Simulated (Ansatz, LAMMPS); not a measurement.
## Finding the fault: glassy 69SiO2-19Al2O3-6SrO-6Li2O (mol %) (106 atoms)

Program: Ansatz 0.2.0. The cell: 22 Si, 12 Al, 2 Sr, 4 Li and 66 O.

File input.yaml:

```yaml
crystal:
  lattice:
    - [10.5932, 0.0, 0.0]
    - [0.0, 10.5932, 0.0]
    - [0.0, 0.0, 10.5932]
  atoms:
    - { symbol: Si, position: [0.91284, 0.70324, 0.8185] }
    - { symbol: Si, position: [0.05414, 0.69477, 0.27451] }
    - { symbol: Si, position: [0.25416, 0.93385, 0.54686] }
    - { symbol: Si, position: [0.71322, 0.3718, 0.2432] }
    - { symbol: Si, position: [0.42712, 0.05143, 0.80584] }
    - { symbol: Si, position: [0.10788, 0.49324, 0.73058] }
    - { symbol: Si, position: [0.80267, 0.60796, 0.39274] }
    - { symbol: Si, position: [0.6921, 0.66258, 0.00761] }
    - { symbol: Si, position: [0.714, 0.40006, 0.88985] }
    - { symbol: Si, position: [0.28435, 0.71439, 0.98118] }
    - { symbol: Si, position: [0.93025, 0.11941, 0.43736] }
    - { symbol: Si, position: [0.71424, 0.00855, 0.80817] }
    - { symbol: Si, position: [0.25438, 0.64586, 0.50655] }
    - { symbol: Si, position: [0.3205, 0.08041, 0.07303] }
    - { symbol: Si, position: [0.24138, 0.33636, 0.31796] }
    - { symbol: Si, position: [0.44065, 0.14854, 0.45622] }
    - { symbol: Si, position: [0.0718, 0.22322, 0.96654] }
    - { symbol: Si, position: [0.50017, 0.79156, 0.17666] }
    [... 82 atom lines left out ...]
    - { symbol: O, position: [0.35229, 0.0414, 0.52811] }
    - { symbol: O, position: [0.84921, 0.33865, 0.84351] }
    - { symbol: O, position: [0.38774, 0.02612, 0.94517] }
    - { symbol: O, position: [0.83988, 0.33099, 0.1705] }
    - { symbol: O, position: [0.60258, 0.87376, 0.52711] }
    - { symbol: O, position: [0.25671, 0.00573, 0.17854] }
kpoints:
  mp_grid: { grid: [1, 1, 1] }
hamiltonian:
  xc: pbe
scf:
  occupations: { method: fixed }
  eigensolver: { kind: { support_functions: { accuracy: medium, radius: 2.98 } } }
  max_iter: 150
output:
  forces: true
  eigenvalues: true
```

The run is started by

```
ansatz run input.yaml --threads 4 --pin off --max-ram 8192MiB --backend cpu --events-out ev --progress --plain --runs-dir out
```

What it wrote:

```text
Warning: scf.eigensolver.kind.support_functions: disabling space-group detection — the functions' gradient is summed over unrotated k-points, so no spatial operation reduces the k-mesh or symmetrises the density; time reversal is kept, so that k and −k are solved as one point where they differ and the mesh holds both, and exact exchange and, on two spinor components, a DFT+U term hold to it where the run has them: [...]
Warning: basis.ecutwfc = 464 eV, auto-derived: no grid that the accuracy of the support functions lays serves the files at the lower one that their records recommend; a deck with other species or settings can derive another value
settings of this run that can trade accuracy for cost: scf.eigensolver.kind.support_functions [...]
Engine: ansatz 0.2.0, aarch64-unknown-linux-gnu
Pseudopotentials: kind: paw
Pseudopotential: Si, paw, valence charge 4, recommended cutoff 420 eV (normal), Si.paw.azcp
Pseudopotential: Al, paw, valence charge 3, recommended cutoff 420 eV (normal), Al.paw.azcp
Pseudopotential: Sr, paw, valence charge 10, recommended cutoff 420 eV (normal), Sr.paw.azcp
Pseudopotential: Li, paw, valence charge 3, recommended cutoff 420 eV (normal), Li.paw.azcp
Pseudopotential: O, paw, valence charge 6, recommended cutoff 420 eV (normal), O.paw.azcp
[... 5 lines on functional and potentials left out ...]
Error: SCF: the radius of support functions is under 3.33 Å, the least for these sites at the functions' level (scf.eigensolver.kind.support_functions.accuracy). Use scf.eigensolver.kind: auto, or type scf.eigensolver.kind.support_functions.radius at least as long, [...]
```

Run time: 7.7 s. Hardware: 4 threads of Arm Neoverse V1, shared host; peak memory 0.3 GiB.

Q: Name the fault and the fix.

A radius under the least that the level allows: support_functions.radius = 2.98.

The fix is to use a longer radius.

The run ended with an error.

[Logs are printed without paths, hosts, clocks, repeated set-up lines and the standing remarks that a program may print on its own settings, such as how far it seeks lower states.]

[Hosts, paths, dates, database ids (printed as entryN), source tags and the programs' standing remarks are cut or masked in the printed files.]
